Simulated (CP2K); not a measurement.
The C K edge of 2-nitrosopyrimidine was computed by TDDFT (CP2K XAS_TDP, aug-cc-pVDZ, TDA) at these levels: PBE, PBEh(45%) and PBEh(45%) + GW2X. The first three lines of C3 (bonded to 3 N) with a strength over 0.0015, energy in eV and strength:

| run | first | second | third |
| --- | --- | --- | --- |
| 1 | 267.81 (0.003) | 270.60 (0.021) | 273.78 (0.011) |
| 2 | 287.24 (0.038) | 289.61 (0.009) | 290.00 (0.018) |
| 3 | 282.10 (0.039) | 284.46 (0.009) | 284.86 (0.018) |

Question: Which run is which?

Run 1: PBE (0 % exact exchange). Run 2: PBEh(45%) + GW2X (45 % exact exchange). Run 3: PBEh(45%) (45 % exact exchange). Self-interaction lifts the core level, so the uncorrected lines rise with the share of exact exchange. The GW2X run keeps the spacings of its parent: 2.37 eV between the first two lines in run 2, 2.36 eV in run 3. Its shift is +5.14 eV, since the Kohn–Sham level at this share of exchange lies that far above the quasiparticle level.

[Hosts, paths, dates, database ids (printed as entryN), source tags and the programs' standing remarks are cut or masked in the printed files.]
